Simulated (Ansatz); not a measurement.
# Sc3InC (Pm-3m): from the cell to its phonons, part 3 of 3

Task: relax Sc3InC (Pm-3m), then find its harmonic phonons.

Ansatz 0.2.0; DFT PBEsol, scalar-relativistic, plane waves, PAW; PAW set soft_1.

So far. Step 3 (Tight relaxation): The forces vanish by symmetry and the pressure is 0.008 GPa, within the tolerances set. The cell now holds 18.25 Å³/atom. Step 4 (Linear response at the zone centre): Before it was imposed, the acoustic sum rule was missed by 3.0e-5 eV/Å². Small misses are needed for a sound result but don't prove that mesh and cutoff are converged. The lowest optical mode is real, 140 cm⁻¹. The relaxed cell has a = 4.502 Å (conventional setting).

## Step 5: The dispersion (continued)

The partial phonon density of states has structure finer than the step of the table below, so its rows give means over 10 cm⁻¹, whole bins alone (the curve runs from -10 to 588 cm⁻¹). Peaks (cm⁻¹: height): C 464.2: 0.0411, 479.3: 0.0335, 498.1: 0.0300, 535.7: 0.0490; In 110.4: 0.119; Sc 151.8: 0.0694, 193.2: 0.0571, 264.7: 0.101.

Phonopy on the run's constants, 13x13x13 mesh, Gaussian sigma 4.3 cm-1. Interpolated from a 4×4×4 q mesh. Table of partial phonon density of states by wavenumber; means over each step; values in 1/cm⁻¹/cell:

```
wavenumber (cm⁻¹)        C       In       Sc
                0   3.8e-6   4.3e-5   4.9e-5
               10   1.2e-6   1.9e-5   2.0e-5
               20   1.9e-5   1.6e-4   1.7e-4
               30   3.9e-5   4.5e-4   4.7e-4
               40   6.2e-5   7.9e-4   7.4e-4
               50   1.1e-4  0.00176  0.00146
               60   1.3e-4  0.00260  0.00183
               70   2.0e-4  0.00550  0.00304
               80   2.4e-4   0.0107  0.00433
               90   2.8e-4   0.0270  0.00721
              100   2.4e-4   0.0777   0.0157
              110   1.2e-4    0.105   0.0165
              120   2.6e-5   0.0293   0.0149
              130   2.2e-5  0.00345   0.0204
              140   4.6e-4  0.00696   0.0352
              150  0.00147   0.0124   0.0650
              160   9.9e-4  0.00591   0.0518
              170   5.8e-4  0.00208   0.0417
              180   5.5e-4  0.00175   0.0503
              190   4.4e-4  0.00142   0.0532
              200   4.1e-4  0.00140   0.0500
              210   3.9e-4  0.00114   0.0385
              220   4.7e-4   8.2e-4   0.0351
              230   7.3e-4   5.8e-4   0.0366
              240  0.00122   3.9e-4   0.0415
              250  0.00221   1.6e-4   0.0511
              260  0.00287   5.4e-5   0.0849
              270  0.00144   2.6e-5   0.0568
              280   2.8e-4   7.2e-6  0.00879
              290   2.4e-4        0  0.00706
              300   3.6e-4   4.5e-6   0.0106
              310   4.7e-4   1.0e-5   0.0140
              320   5.5e-4   1.0e-5   0.0143
              330   5.7e-4   5.6e-6   0.0134
              340   5.4e-4        0   0.0131
              350   4.4e-4        0   0.0118
              360   2.3e-4        0  0.00603
              370   7.0e-5        0  0.00251
              380   7.1e-6        0   6.6e-4
              390        0        0   2.3e-5
              400        0        0        0
              410        0        0        0
              420        0        0        0
              430   1.3e-6        0        0
              440   2.6e-4        0   3.3e-5
              450  0.00533   1.1e-6   7.1e-4
              460   0.0280   9.1e-6  0.00382
              470   0.0321   1.0e-5  0.00409
              480   0.0279   1.0e-5  0.00297
              490   0.0198   1.0e-5  0.00161
              500   0.0229   1.0e-5  0.00168
              510   0.0185   1.0e-5   8.4e-4
              520   0.0214   1.0e-5   9.5e-4
              530   0.0360   1.5e-5  0.00113
              540   0.0411   1.6e-5   9.6e-4
              550   0.0197   3.9e-6   4.5e-4
              560  0.00706        0   1.5e-4
              570   6.3e-4        0   1.4e-5
              580   2.1e-6        0        0
```

Harmonic thermodynamic functions per atom, from the density of states. Interpolated from a 4×4×4 q mesh. Thermodynamic functions, by row:

```
T (K)  F_vib (meV/atom)  S (J/mol-atom/K)  C_V (J/mol-atom/K)
    0             46.45                 0                   0
   50             46.24             1.697               4.465
  100             43.98             7.211               11.76
  200             30.74             17.93               18.85
  300              7.69             26.19               21.66
  400            -22.92             32.62               22.95
  500             -59.5             37.82               23.62
  600              -101             42.16                  24
  700            -146.7             45.88               24.24
  800            -195.9             49.13                24.4
  900            -248.4             52.01               24.51
 1000            -303.6             54.59               24.59
```

Harmonic mean-square displacement, third of the trace. Interpolated from a 4×4×4 q mesh. Mean square displacements, by row:

| T (K) | Sc1 U_eq (Å²) | Sc2 U_eq (Å²) | Sc3 U_eq (Å²) | In4 U_eq (Å²) | C5 U_eq (Å²) |
| --- | --- | --- | --- | --- | --- |
| 0 | 0.00196 | 0.00196 | 0.00196 | 0.00139 | 0.00307 |
| 100 | 0.00246 | 0.00246 | 0.00246 | 0.00229 | 0.00326 |
| 300 | 0.00533 | 0.00533 | 0.00533 | 0.00597 | 0.00459 |
| 600 | 0.01023 | 0.01023 | 0.01023 | 0.01177 | 0.00767 |

Symmetry leaves 10 wavevectors to solve. The lowest mode among them, the acoustic zeros apart, lies at q = (0, 0, 0.25) and is real, 71.2 cm⁻¹.

## Step 6: Isotope substitution, element C, natural mass 12.011 amu

An isotope changes the mass and not the force constants, so no new electronic calculation is needed; the shifts show which modes move this element.

The same force constants with the mass of C changed from 12.011 to 13.003 u (phonopy, no LO-TO term). Both lists are sorted by frequency; levels can cross, so a row need not hold one and the same mode. Modes under 3 cm⁻¹ are left out. Isotope shifts, by row, the first 40 of 57 rows:

```csv
q,rank,natural mass (cm⁻¹),changed mass (cm⁻¹)
0 0 0,4,140.4,140.2
0 0 0,5,140.4,140.2
0 0 0,6,140.4,140.2
0 0 0,7,191.7,191.7
0 0 0,8,191.7,191.7
0 0 0,9,191.7,191.7
0 0 0,10,277,276.6
0 0 0,11,277,276.6
0 0 0,12,277,276.6
0 0 0,13,448.3,432.8
0 0 0,14,448.3,432.8
0 0 0,15,448.3,432.8
0 0 0.25,1,71.19,71.11
0 0 0.25,2,71.19,71.11
0 0 0.25,3,96.16,96.13
0 0 0.25,4,144.4,144.2
0 0 0.25,5,144.4,144.2
0 0 0.25,6,177.9,177.7
0 0 0.25,7,185.8,185.8
0 0 0.25,8,192.9,192.9
0 0 0.25,9,192.9,192.9
0 0 0.25,10,267.4,266.8
0 0 0.25,11,267.4,266.8
0 0 0.25,12,290.5,290.2
0 0 0.25,13,458.4,442.6
0 0 0.25,14,458.4,442.6
0 0 0.25,15,536.8,517.3
0 0 -0.5,1,101.5,101.5
0 0 -0.5,2,101.5,101.5
0 0 -0.5,3,116.9,116.9
0 0 -0.5,4,146.9,146.6
0 0 -0.5,5,146.9,146.6
0 0 -0.5,6,179.4,179.4
0 0 -0.5,7,200.2,200.2
0 0 -0.5,8,200.2,200.2
0 0 -0.5,9,204.6,204.5
0 0 -0.5,10,253.5,252.7
0 0 -0.5,11,253.5,252.7
0 0 -0.5,12,308.5,308.5
0 0 -0.5,13,468.5,452.4
```

A mode of this element alone would shift by -3.89 %. The highest zone-centre frequency without the field goes from 448.3 to 432.8 cm⁻¹ (-3.5 %). The product of the frequency ratios over all optical modes at Γ is 0.893; the product rule, (m/m′)^(3k/2) (M′/M)^(3/2) with k = 1 such atoms and M the mass of the cell, gives 0.893.

## Step 7: Isotope substitution, element In, natural mass 114.818 amu

The same for In, from 114.82 to 112.90 u.

A mode of this element alone would shift by +0.84 %. The highest zone-centre frequency without the field goes from 448.3 to 448.3 cm⁻¹ (+0.0 %). The product of the frequency ratios over all optical modes at Γ is 1.014; the product rule, (m/m′)^(3k/2) (M′/M)^(3/2) with k = 1 such atoms and M the mass of the cell, gives 1.014.

## Step 8: Summary of results

```
space group after relaxation (within 0.01 Å)            : Pm-3m
volume per atom                                         : 18.3 Å³
electronic character                                    : no gap on this mesh
highest optical mode at the zone centre (no LO-TO term) : 448 cm⁻¹
lowest optical zone-centre mode                         : 140 cm⁻¹
lowest mode on the q mesh (acoustic modes at Γ apart)   : 71.2 cm⁻¹
highest frequency on the path or at a solved wavevector : 562 cm⁻¹
zero-point energy per atom                              : 46.5 meV
heat capacity at 300 K                                  : 21.7 J/(mol atoms K)
vibrational entropy at 300 K                            : 26.2 J/(mol atoms K)
Debye temperature (second moment)                       : 535 K
imaginary modes on the 4×4×4 q mesh                     : none
```

What this shows: The structure is a minimum as far as tested: no mode is imaginary at the 10 irreducible wavevectors of the 4×4×4 mesh, and the softest away from the acoustic zeros lies at 71 cm⁻¹. The optical modes at Γ span 140 to 448 cm⁻¹. The highest mode in this list at Γ, 448.3 cm⁻¹, is mostly motion of C (89 % of the kinetic energy). On the path and the mesh, the widest gap between branches runs from 380 to 448 cm⁻¹. With no gap, or one that is small against the smearing, the frequencies hang on the k mesh and the smearing, most of all near Kohn anomalies. The PAW files were made for PBE and serve the other functionals too. These are harmonic frequencies at zero temperature: anharmonic shifts, linewidths and thermal expansion are left out.

[Logs are printed without paths, hosts, clocks, repeated set-up lines and the standing remarks that a program may print on its own settings, such as how far it seeks lower states.]

[Hosts, paths, dates, database ids (printed as entryN), source tags and the programs' standing remarks are cut or masked in the printed files.]
